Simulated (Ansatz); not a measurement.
# Elastic response of glassy 80GeO2-20CaO (mol %) (98 atoms), part 2 of 4

How stiff is glassy 80GeO2-20CaO (mol %) (98 atoms), and how do its levels respond to strain?

Ansatz 0.2.0; Kohn-Sham DFT, PBE, PAW (set soft_2), plane waves.

The cell: 28 Ge, 7 Ca and 63 O. The quench rate of 50 K/ps is orders of magnitude faster than experiment. The starting topology of bonds comes from the classical model. Only the Γ point is sampled.

So far. Step 2 (Single point at the start): The r.m.s. force at the start is 1.2 eV/Å. Step 3 (Cell and atoms relaxed): The relaxation converged after 19 steps, with a largest force component of 0.028 eV/Å.

## Step 4: Single point at the relaxed geometry

One more single point at the end of the walk gives the fuller output and checks the residual forces.

File input.yaml:

```yaml
crystal:
  lattice:
    - [11.2726, 0.02208, -0.24411]
    - [0.02208, 11.27596, 0.33085]
    - [-0.24411, 0.33085, 11.39539]
  atoms:
    - { symbol: Ge, position: [0.62144, 0.50268, 0.1015] }
    - { symbol: Ge, position: [0.35711, 0.93597, 0.56721] }
    - { symbol: Ge, position: [0.93572, 0.72081, 0.46788] }
    - { symbol: Ge, position: [0.32056, 0.39924, 0.811] }
    - { symbol: Ge, position: [0.56702, 0.38007, 0.64075] }
    - { symbol: Ge, position: [0.50444, 0.9939, 0.09726] }
    [... 86 atom lines left out ...]
    - { symbol: O, position: [0.90871, 0.20727, 0.91466] }
    - { symbol: O, position: [0.35376, 0.31804, 0.95023] }
    - { symbol: O, position: [0.81228, 0.81293, 0.41889] }
    - { symbol: O, position: [0.45682, 0.87853, 0.68274] }
    - { symbol: O, position: [0.77263, 0.26271, 0.24346] }
    - { symbol: O, position: [0.58649, 0.12288, 0.1297] }
kpoints:
  mp_grid: { grid: [1, 1, 1] }
hamiltonian:
  xc: pbe
scf:
  occupations: { method: fixed }
output:
  forces: true
  stress: true
  populations: true
  dos:
    method: { smearing: { sigma: 0.15 } }
    de: 0.1
    projected: { site_lists: { Ca: [Ca], Ge: [Ge], O: [O] } }
  eigenvalues: true
  write_density: true
  write_potential: true
  volumetric_format: npy
  elf: true
```

Started as:

```bash
$ ansatz run input.yaml --threads 4 --pin off --max-ram 8192MiB --backend cpu --events-out ev --progress --plain --runs-dir out
```

Numbers of over 12 decimals in the logs are rounded to 6 here.

Log:

```text
[...]
Crystal: 98 atoms, lattice volume = 1446.546 Å³
Basis set: ecut = 420 eV, 28271 PW (Γ), exchange–correlation on 160×160×160 points (8 copies of the dense FFT grid, shifted against one another)
Bands: 518, of which v1, the nominal top of the filled ones, is band 420 counted from 1 (419 counted from 0)
Symmetry: 1 space group operations
[...]
k-points: 1
[...]
SCF iter   1: F=—  HF=-168741.829480 eV  |F-HF|=—  |Δ(HF+E_count)|=         —  Δρ=2.51e-3  dr2=1.04e-1  ethr=1.77e-3  ⟨swp⟩=5.0  Hψ=1677  notcnv=0  defer=95
[...]
SCF iter  10: F=-168741.840294 eV  HF=-168741.840294 eV  |F-HF|=1.05e-9  |Δ(HF+E_count)|=   2.19e-8  Δρ=1.08e-6  dr2=1.68e-8  ethr=1.19e-11  ⟨swp⟩=18.0  Hψ=4281  notcnv=0
SCF 1 converged in 10 iterations: F = -168741.840294 eV  dr2 = 1.68e-8
[...]
WARN: The input density's exchange-correlation potential varies sharply where the density is thin. Do not read a vacuum level from v_tot or v_xc, or from such a field of the output density. On a cell that repeats whose density bears no net charge and no dipole along the vacuum's axis use v_es (v_loc + v_h of the components); [...]
SCF converged after 10 iterations
Free energy (F): -168741.840294 eV
[...]
Internal energy: -168741.840294 eV  (E = F + TS)
E sigma→0 (E₀):  -168741.840294 eV
Fermi energy:    4.681756 eV
[...]
--- Forces (eV/Å), atoms counted from 1 ---
  atom   1  Ge     0.00238675    -0.00368218    -0.01575247
  atom   2  Ge    -0.01202585    -0.00902303     0.00192808
  atom   3  Ge     0.00141038     0.00331006     0.00460014
  atom   4  Ge     0.01692507    -0.00550054    -0.00289899
  atom   5  Ge    -0.02158032     0.00621932     0.02780191
  atom   6  Ge     0.00853898    -0.00875504    -0.00548957
  atom   7  Ge    -0.00546441    -0.00307583    -0.00189279
  atom   8  Ge     0.00556357     0.01767955     0.00568256
  atom   9  Ge    -0.00195425    -0.00694032     0.00784168
  atom  10  Ge     0.00359474     0.00883847    -0.02015401
  atom  11  Ge    -0.01207919     0.00392028    -0.00437114
  atom  12  Ge    -0.00105467     0.01952762    -0.00013007
  atom  13  Ge     0.00022265     0.01555539    -0.00453961
  atom  14  Ge     0.00366517    -0.01513013    -0.00208744
[...]
atom  97  O      0.00055953    -0.00815445     0.00489855
  atom  98  O     -0.00212383     0.00568899    -0.00315874
  max |Σ_I F_I| component: 6.13e-5 eV/Å
--- Stress (GPa, compression-positive) ---
        0.001751      -0.005328      -0.011513
       -0.005328       0.019929       0.010740
       -0.011513       0.010740       0.012068
  P = ⅓ Tr σ = 0.0112 GPa (0.112 kbar)
--- Band table (eV) ---
[...]
--- Löwdin populations: 98 sites ---
  site symbol       q [e]
     0     Ge     12.6001
     1     Ge     12.4262
     2     Ge     12.4226
[...]
97      O      6.7419
  spilling = 0.006404 (of n_electrons = 840.000000)
```

Elapsed: 30 s, on 4 threads of Arm Neoverse V2, shared host; peak memory 2.1 GiB.

The program notes that the exchange-correlation potential is rough where the density is thin.

The run gave:

* free energy: -168741.8403 eV
* free energy per atom: -1721.8555 eV/atom
* SCF cycles: 10
* pressure: 0.01125 GPa
* r.m.s. force component: 0.00779 eV/Å
* longest force: 0.03574 eV/Å
* Fermi energy: 4.682 eV
* gap (highest filled to lowest empty level): 1.791 eV
* spilling of the projection: 0.006404

Löwdin charges by element (they lack the spilled electrons, 0.055 e an atom on average):

```tsv
element	coordination	atoms	mean charge (e)	spread	least	most
Ca	all	7	1.77	0.0051	1.76	1.78
Ge	all	28	1.53	0.0406	1.40	1.58
O	all	63	-0.791	0.0847	-1.02	-0.699
```

Density of states as counts of states in windows of 1 eV (from the Fermi level), total and the larger projections:

```tsv
from (eV)	to (eV)	total	O p	Ge p	Ge s
-10	-9	12.7	7.0	0.5	4.3
-9	-8	15.0	8.5	0.9	4.3
-8	-7	13.5	8.0	1.2	3.0
-7	-6	13.8	8.9	2.0	1.9
-6	-5	35.1	25.7	7.9	0.5
-5	-4	34.6	25.9	5.5	0.8
-4	-3	54.9	45.8	5.0	0.5
-3	-2	79.3	73.1	2.8	0.3
-2	-1	89.8	86.0	1.3	0.1
-1	0	26.7	25.4	0.4	0.0
0	1	1.2	1.1	0.0	0.0
1	2	2.0	0.4	0.0	0.8
2	3	1.9	0.6	0.2	0.8
3	4	11.7	3.4	1.3	4.8
4	5	19.9	5.6	3.1	7.4
```

With fixed occupations the program's Fermi level is the highest filled level; weight inside the gap is the broadening of levels at its edges.

Between -26 and -10 eV lie 450 more states.

The levels nearest the highest filled one (over half full), pooled over k-points and spins:

```tsv
level less the highest filled one (eV)	occupation
-0.477	2
-0.425	2
-0.326	2
-0.215	2
-0.0416	2
0	2
1.79	0
2.93	0
3.17	0
3.37	0
3.45	0
3.51	0
```

Electrostatic potential energy in the ac plane at fractional y = 0.149, with atoms of Ge and Ca and O within 0.2 Å of it. With pseudopotentials it is smooth inside the atoms' cores, unlike the true potential.

Values in eV, 13 rows by 16 columns, each cell a mean:
```
  4   3 -15   1   5   7  10  10  10   8  -5   3  -2   1   1   4
 11  11  12  11  10  10  11  11  11   0 -29 -16 -28 -20   0   9
 11  11  11  11  11  11  11  11  12  11   9   3 -12  -7   8  11
  8   5  10  10  11  11  11  11  12  12  11  10 -14 -27   7  11
-11 -24   6   9  10  11  11  11   9   9  10  10   2  -3   9  10
  8   6   8  10  11  11  11   8  -4 -11   2   8   8   8  10  11
 10   9   8  10  11  11  10   3 -24 -33 -10   6  10  11  11   8
 -8   3  -7   1   8  10  10   7  -5  -9   3   9  10   9   1 -31
  3 -16 -35 -19   6  10  10  10   6   5   7   8   6 -12 -20 -12
  5  -2 -14  -2   8  11  11  10   8   1  -1   6   3 -24 -30  -8
-21   8   7   8   8   9  10  10   5 -12  -1   8   8   1  -2 -25
 -8   6   8   4  -8  -5   6   9   2 -24   1  10  10  10   9  -6
 -9  -5 -24 -10 -16 -10   5   9  10  10  11  11  10   9   8  -1
```
Columns run along a (11.3 Å; values clipped at the 3rd and 97th percentile), rows up along c (11.4 Å). Atoms in or near the plane, at fractional coordinates: Ge at (0.57, 0.49), Ge at (0.88, 0.28), Ca at (0.15, 0.33), O at (0.65, 0.89), O at (0.15, 0.00), O at (0.99, 0.17), O at (0.97, 0.41).

Valence density in the ac plane at fractional y = 0.149, with atoms of Ge and Ca and O within 0.2 Å of it. It is the smooth field of the valence electrons, not physical close to the nuclei.

Ten steps, logarithmic in the rise over the least value, from '0' (0 e/Å³) to '9' (25 e/Å³), each cell a mean:
```
11246642111110000001221100112221
00013321000000000013554222223431
00000000000000000024665357533321
00000000000000000013443357521110
00000000000000000001111123321000
00000000000000000000000124432000
11211000000000000000000136653100
24542100000000000000000135642101
35652100000000001221000012221001
23431000000000001222100000000000
01110000000000011343211100000000
00000000000000013797322210000000
21000000000000013696322210000133
52101100000000012332111110001366
53134431000000012321100000012466
31256652000000012221000000134444
11246652000000001111000001379732
11123321000000000011110011389732
43100000111000000112210001234334
65200000111000001244310000001256
64100000111100002466420000000246
32111111222210001355310000000123
22224432343321000122100000000011
22246653222221000000000000000111
```
Columns run along a (11.3 Å), rows up along c (11.4 Å). Atoms in or near the plane, at fractional coordinates: Ge at (0.57, 0.49), Ge at (0.88, 0.28), Ca at (0.15, 0.33), O at (0.65, 0.89), O at (0.15, 0.00), O at (0.99, 0.17), O at (0.97, 0.41).

The highest filled and lowest empty levels differ by 1.79 eV (at Γ alone); a semilocal functional tends to put such gaps too low. In a disordered cell it changes from sample to sample, and tail or defect levels can set it. Mean Löwdin charges: Ca +1.77, Ge +1.53, O -0.79 e (they miss 0.64 % of the electrons, so they add up to more than the cell's charge). The largest share in the top eV of filled states is O p (97 % of the projected weight), and in the lowest eV of empty states Ge s (43 % of the projected weight).

## Step 5: Volume -3 %

The relaxed cell is scaled evenly and the atoms are relaxed again; the stress at the end gives one point of P(V).

input.yaml, the sections that differ from step 4:

```yaml
crystal:
  lattice:
    - [11.15873, 0.02186, -0.24164]
    - [0.02186, 11.16205, 0.32751]
    - [-0.24164, 0.32751, 11.28028]
  atoms:
    [... the 98 atom lines of step 4 ...]
output:
  forces: true
  eigenvalues: true
  stress: true
relax:
  f_tol: 0.05
  max_steps: 70
# kpoints, hamiltonian, scf: as in step 4
```

Log:

```text
Warning: output.stress: scf.convergence.dr2_threshold = 1e-7 eV (the SCF's general default) is looser than the 9.8e-9 eV advised for a printed stress (1e-10 eV for each atom of the cell: 98). What an SCF threshold leaves in a stress goes as its square root, and in the free energy as the threshold itself, and one threshold admits the most on a small cell: [...]
[...]
Crystal: 98 atoms, lattice volume = 1403.150 Å³
Basis set: ecut = 420 eV, 27435 PW (Γ), exchange–correlation on 150×150×160 points (8 copies of the dense FFT grid, shifted against one another)
Bands: 518, of which v1, the nominal top of the filled ones, is band 420 counted from 1 (419 counted from 0)
Symmetry: 1 space group operations
[...]
k-points: 1
[...]
SCF iter   1: F=—  HF=-168741.272490 eV  |F-HF|=—  |Δ(HF+E_count)|=         —  Δρ=2.47e-3  dr2=9.67e-2  ethr=1.77e-3  ⟨swp⟩=5.0  Hψ=1686  notcnv=0  defer=95
[...]
SCF iter   6: F=-168741.283903 eV  HF=-168741.283901 eV  |F-HF|=2.49e-6  |Δ(HF+E_count)|=   1.34e-5  Δρ=3.03e-5  dr2=1.27e-5  ethr=7.44e-9  ⟨swp⟩=13.0  Hψ=3159  notcnv=0
SCF 1 converged in 6 iterations: F = -168741.283903 eV  dr2 = 1.27e-5
[...]
relax step   1: F+E_penalty+E_count = -168741.28390313 eV  Δ(F+E_penalty+E_count) = +0.000e0 eV  max|allowed force component| = 5.763e-1 eV/Å  Δτ_max = 0.0000 Å  (6 SCF iters, dr2 threshold 6.25e-5 eV, accepted)
[...]
relax step   2: F+E_penalty+E_count = -168741.52192420 eV  Δ(F+E_penalty+E_count) = -2.380e-1 eV  max|allowed force component| = 2.608e-1 eV/Å  Δτ_max = 0.0564 Å  (6 SCF iters, dr2 threshold 2.08e-5 eV, accepted)
[...]
relax step   3: F+E_penalty+E_count = -168741.62555557 eV  Δ(F+E_penalty+E_count) = -1.036e-1 eV  max|allowed force component| = 1.206e-1 eV/Å  Δτ_max = 0.0548 Å  (7 SCF iters, dr2 threshold 4.25e-6 eV, accepted)
relax step   4: F+E_penalty+E_count = -168741.55036717 eV  Δ(F+E_penalty+E_count) = +7.519e-2 eV  max|allowed force component| = 6.076e-1 eV/Å  Δτ_max = 0.1499 Å  (9 SCF iters, dr2 threshold 2.98e-6 eV, rejected (line search))
relax step   5: F+E_penalty+E_count = -168741.65663798 eV  Δ(F+E_penalty+E_count) = -3.108e-2 eV  max|allowed force component| = 9.612e-2 eV/Å  Δτ_max = 0.0664 Å  (10 SCF iters, accepted)
relax step   6: F+E_penalty+E_count = -168741.66447263 eV  Δ(F+E_penalty+E_count) = -7.835e-3 eV  max|allowed force component| = 1.021e-1 eV/Å  Δτ_max = 0.1000 Å  (9 SCF iters, accepted)
relax step   7: F+E_penalty+E_count = -168741.66959724 eV  Δ(F+E_penalty+E_count) = -5.125e-3 eV  max|allowed force component| = 4.606e-2 eV/Å  Δτ_max = 0.0244 Å  (6 SCF iters, dr2 threshold 6.63e-6 eV, accepted)
[...]
relax step   8: F+E_penalty+E_count = -168741.66959849 eV  Δ(F+E_penalty+E_count) = -1.243e-6 eV  max|allowed force component| = 4.607e-2 eV/Å  Δτ_max = 0.0000 Å  (4 SCF iters, accepted)
SCF converged after 4 iterations
Free energy (F): -168741.669598 eV
[...]
Internal energy: -168741.669598 eV  (E = F + TS)
E sigma→0 (E₀):  -168741.669598 eV
Fermi energy:    5.041411 eV
[...]
--- Forces (eV/Å), atoms counted from 1 ---
  atom   1  Ge    -0.01699197     0.03455346     0.03247486
  atom   2  Ge    -0.01758110    -0.01409907     0.00377037
  atom   3  Ge    -0.00101022     0.01253554     0.00329111
  atom   4  Ge     0.03434204    -0.00219469     0.02506302
  atom   5  Ge     0.01115198    -0.00907220     0.00816328
  atom   6  Ge     0.00616073    -0.00955450    -0.01478211
  atom   7  Ge     0.00636779     0.01531234     0.02468487
  atom   8  Ge    -0.00544637     0.00977578    -0.01529366
  atom   9  Ge     0.01600811    -0.00620881     0.01615176
  atom  10  Ge     0.02099362    -0.03259223    -0.00862740
  atom  11  Ge    -0.02476286    -0.01338275    -0.01501200
  atom  12  Ge    -0.00962160     0.01979579    -0.00552952
  atom  13  Ge     0.00970175    -0.03149091    -0.01259909
  atom  14  Ge     0.01280612    -0.00231925     0.01078349
[...]
atom  97  O      0.01906311     0.00762531     0.01453632
  atom  98  O      0.00877523     0.02413746     0.02359876
  max |Σ_I F_I| component: 6.09e-5 eV/Å
--- Stress (GPa, compression-positive) ---
        1.295831       0.082644       0.107391
        0.082644       1.435170       0.074315
        0.107391       0.074315       1.151999
  P = ⅓ Tr σ = 1.2943 GPa (12.943 kbar)
--- Band table (eV) ---
[...]
--- Relaxed structure (8 steps of the walk, 7 accepted, 0 SCFs on fresh bases) ---
  F+E_penalty+E_count = -168741.66959849 eV   max|allowed force component| = 4.607e-2 eV/Å
  atoms:
    - { symbol: Ge, position: [0.621576, 0.502222, 0.104609] }
    - { symbol: Ge, position: [0.352689, 0.926428, 0.576895] }
    - { symbol: Ge, position: [0.927633, 0.718830, 0.467161] }
    - { symbol: Ge, position: [0.321648, 0.407006, 0.811235] }
[...]
- { symbol: O, position: [0.587153, 0.130099, 0.119903] }
```

It took 2.7 min on 4 threads; peak memory 2.1 GiB; 10 min of CPU time.

The program notes that the SCF threshold is loose for the stress.

The relaxation converged after 8 steps, 0.386 eV below its start, with a largest force component of 0.046 eV/Å.

Volume -3 %: the energy stands 0.171 eV above that of the reference, at a pressure of 1.29 GPa.

## Step 6: Volume +3 %

The relaxed cell is scaled to another volume.

input.yaml, the sections that differ from step 5:

```yaml
crystal:
  lattice:
    - [11.38422, 0.0223, -0.24653]
    - [0.0223, 11.38761, 0.33413]
    - [-0.24653, 0.33413, 11.50822]
  atoms:
    [... the 98 atom lines of step 4 ...]
# kpoints, hamiltonian, scf, output, relax: as in step 5
```

Log:

```text
[...]
Crystal: 98 atoms, lattice volume = 1489.942 Å³
Basis set: ecut = 420 eV, 29095 PW (Γ), exchange–correlation on 160×160×160 points (8 copies of the dense FFT grid, shifted against one another)
Bands: 518, of which v1, the nominal top of the filled ones, is band 420 counted from 1 (419 counted from 0)
Symmetry: 1 space group operations
[...]
k-points: 1
[...]
SCF iter   1: F=—  HF=-168741.332070 eV  |F-HF|=—  |Δ(HF+E_count)|=         —  Δρ=2.59e-3  dr2=1.15e-1  ethr=1.77e-3  ⟨swp⟩=5.0  Hψ=1674  notcnv=0  defer=95
[...]
SCF iter   5: F=—  HF=-168741.341780 eV  |F-HF|=—  |Δ(HF+E_count)|=   7.63e-5  Δρ=1.08e-4  dr2=1.79e-4  ethr=7.11e-8  ⟨swp⟩=2.0  Hψ=657  notcnv=0  defer=96
SCF iter   6: F=-168741.341805 eV  HF=-168741.341802 eV  |F-HF|=3.46e-6  |Δ(HF+E_count)|=   2.12e-5  Δρ=3.52e-5  dr2=1.80e-5  ethr=7.44e-9  ⟨swp⟩=13.0  Hψ=3063  notcnv=0
SCF 1 converged in 6 iterations: F = -168741.341805 eV  dr2 = 1.80e-5
[...]
relax step   1: F+E_penalty+E_count = -168741.34180513 eV  Δ(F+E_penalty+E_count) = +0.000e0 eV  max|allowed force component| = 5.062e-1 eV/Å  Δτ_max = 0.0000 Å  (6 SCF iters, dr2 threshold 6.25e-5 eV, accepted)
[...]
relax step   2: F+E_penalty+E_count = -168741.55177790 eV  Δ(F+E_penalty+E_count) = -2.100e-1 eV  max|allowed force component| = 2.371e-1 eV/Å  Δτ_max = 0.0526 Å  (7 SCF iters, dr2 threshold 1.60e-5 eV, accepted)
[...]
relax step   3: F+E_penalty+E_count = -168741.64141041 eV  Δ(F+E_penalty+E_count) = -8.963e-2 eV  max|allowed force component| = 1.162e-1 eV/Å  Δτ_max = 0.0517 Å  (8 SCF iters, dr2 threshold 3.51e-6 eV, accepted)
relax step   4: F+E_penalty+E_count = -168741.56027560 eV  Δ(F+E_penalty+E_count) = +8.113e-2 eV  max|allowed force component| = 3.441e-1 eV/Å  Δτ_max = 0.2000 Å  (9 SCF iters, dr2 threshold 2.96e-6 eV, rejected (line search))
relax step   5: F+E_penalty+E_count = -168741.66863206 eV  Δ(F+E_penalty+E_count) = -2.722e-2 eV  max|allowed force component| = 6.759e-2 eV/Å  Δτ_max = 0.0883 Å  (10 SCF iters, accepted)
relax step   6: F+E_penalty+E_count = -168741.64635253 eV  Δ(F+E_penalty+E_count) = +2.228e-2 eV  max|allowed force component| = 4.308e-1 eV/Å  Δτ_max = 0.0723 Å  (9 SCF iters, rejected (line search))
relax step   7: F+E_penalty+E_count = -168741.67354979 eV  Δ(F+E_penalty+E_count) = -4.918e-3 eV  max|allowed force component| = 7.617e-2 eV/Å  Δτ_max = 0.0318 Å  (9 SCF iters, accepted)
relax step   8: F+E_penalty+E_count = -168741.67636762 eV  Δ(F+E_penalty+E_count) = -2.818e-3 eV  max|allowed force component| = 6.116e-2 eV/Å  Δτ_max = 0.0500 Å  (9 SCF iters, accepted)
relax step   9: F+E_penalty+E_count = -168741.67175683 eV  Δ(F+E_penalty+E_count) = +4.611e-3 eV  max|allowed force component| = 5.485e-2 eV/Å  Δτ_max = 0.0750 Å  (9 SCF iters, rejected (line search))
[...]
relax step  10: F+E_penalty+E_count = -168741.67788900 eV  Δ(F+E_penalty+E_count) = -1.521e-3 eV  max|allowed force component| = 1.722e-2 eV/Å  Δτ_max = 0.0256 Å  (9 SCF iters, accepted)
SCF converged after 9 iterations
Free energy (F): -168741.677889 eV
[...]
Internal energy: -168741.677889 eV  (E = F + TS)
E sigma→0 (E₀):  -168741.677889 eV
Fermi energy:    4.334901 eV
[...]
Σ components = -168741.677889   (vs F -168741.677889, Δ=0.00e0)
--- Forces (eV/Å), atoms counted from 1 ---
  atom   1  Ge     0.00282459    -0.00493231    -0.01312131
  atom   2  Ge     0.00499765     0.00146240     0.00009467
  atom   3  Ge    -0.00245407    -0.00233572    -0.00166310
  atom   4  Ge     0.00187364     0.01345290     0.01004700
[...]
atom  98  O     -0.00000218     0.00073270    -0.00254713
  max |Σ_I F_I| component: 1.02e-4 eV/Å
--- Stress (GPa, compression-positive) ---
       -1.174504      -0.118261      -0.131964
       -0.118261      -1.208828       0.073360
       -0.131964       0.073360      -1.085004
  P = ⅓ Tr σ = -1.1561 GPa (-11.561 kbar)
--- Band table (eV) ---
[...]
--- Relaxed structure (10 steps of the walk, 7 accepted, 0 SCFs on fresh bases) ---
  F+E_penalty+E_count = -168741.67788900 eV   max|allowed force component| = 1.722e-2 eV/Å
  atoms:
    - { symbol: Ge, position: [0.620558, 0.502841, 0.099726] }
    - { symbol: Ge, position: [0.359077, 0.943571, 0.562464] }
    - { symbol: Ge, position: [0.943198, 0.723301, 0.468401] }
    - { symbol: Ge, position: [0.320111, 0.391050, 0.810009] }
[...]
- { symbol: O, position: [0.585470, 0.116818, 0.138848] }
```

It took 3.8 min on 4 threads; peak memory 2.2 GiB; 15 min of CPU time.

The relaxation converged after 10 steps, 0.336 eV below its start, with a largest force component of 0.017 eV/Å.

Volume +3 %: the energy stands 0.162 eV above that of the reference, at a pressure of -1.16 GPa.

(Part 2 of 4 ends here.)

[Logs are printed without paths, hosts, clocks, repeated set-up lines and the standing remarks that a program may print on its own settings, such as how far it seeks lower states.]

[Hosts, paths, dates, database ids (printed as entryN), source tags and the programs' standing remarks are cut or masked in the printed files.]
